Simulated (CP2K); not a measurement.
Silylacetylene has these distinct C atoms: C1 (bonded to C and H) and C2 (bonded to C and Si).

```xyz
7

C     1.9573   -0.1113   -0.1937
C     0.7468   -0.0416   -0.0755
Si   -1.0624    0.0607    0.1056
H     3.0215   -0.1730   -0.3003
H    -1.6574    0.5797   -1.1556
H    -1.6091   -1.2933    0.3919
H    -1.3968    0.9789    1.2276
```

Their partial C K spectra (CP2K XAS_TDP, all-electron GAPW, PBEh(45%), aug-pc-1, TDA, GW2X-corrected core level, no relativity) are given in random order, each times the number of alike atoms.

Gaussian full width 0.5 eV, oscillator strength per eV, alike atoms added, rows of zeros left out:

| E (eV) | curve 1 | curve 2 |
| --- | --- | --- |
| 286.00 | 0.000 | 0.004 |
| 286.25 | 0.000 | 0.047 |
| 286.50 | 0.005 | 0.142 |
| 286.75 | 0.059 | 0.110 |
| 287.00 | 0.177 | 0.021 |
| 287.25 | 0.135 | 0.001 |
| 287.50 | 0.026 | 0.000 |
| 287.75 | 0.001 | 0.000 |
| 289.25 | 0.000 | 0.003 |
| 289.50 | 0.001 | 0.010 |
| 289.75 | 0.005 | 0.015 |
| 290.00 | 0.013 | 0.015 |
| 290.25 | 0.010 | 0.024 |
| 290.50 | 0.007 | 0.017 |
| 290.75 | 0.006 | 0.007 |
| 291.00 | 0.007 | 0.013 |
| 291.25 | 0.011 | 0.018 |
| 291.50 | 0.006 | 0.011 |
| 291.75 | 0.013 | 0.004 |
| 292.00 | 0.024 | 0.010 |
| 292.25 | 0.013 | 0.027 |
| 292.50 | 0.002 | 0.026 |
| 292.75 | 0.001 | 0.011 |
| 293.00 | 0.002 | 0.002 |
| 293.25 | 0.004 | 0.000 |
| 293.50 | 0.003 | 0.005 |
| 293.75 | 0.001 | 0.026 |
| 294.00 | 0.001 | 0.037 |
| 294.25 | 0.004 | 0.015 |
| 294.50 | 0.006 | 0.006 |
| 294.75 | 0.004 | 0.004 |
| 295.00 | 0.003 | 0.001 |
| 295.25 | 0.007 | 0.000 |
| 295.50 | 0.026 | 0.000 |
| 295.75 | 0.028 | 0.001 |
| 296.00 | 0.008 | 0.002 |

**Question.** Which curve belongs to which atom?

Curve 1: C1 (bonded to C and H), leading line at 287.08 eV (f = 0.101 an atom), ionisation energy 291.93 eV, term value 4.85 eV. Curve 2: C2 (bonded to C and Si), leading line at 286.58 eV (f = 0.081 an atom), ionisation energy 291.21 eV, term value 4.63 eV. The leading line of an atom is its first one with 35 % of the strongest within 2.5 eV of its lowest line over the strength cut. A line lies at the core ionisation energy, which rises as an atom loses charge to its neighbours or to a π system, less the term value, which is large for a low π* or σ* orbital with weight on that atom.

[Banner, clock and machine lines of the logs are left out without a mark of their own.]

[Logs are printed without paths, hosts, clocks, repeated set-up lines and the standing remarks that a program may print on its own settings, such as how far it seeks lower states.]

[Hosts, paths, dates, database ids (printed as entryN), source tags and the programs' standing remarks are cut or masked in the printed files.]
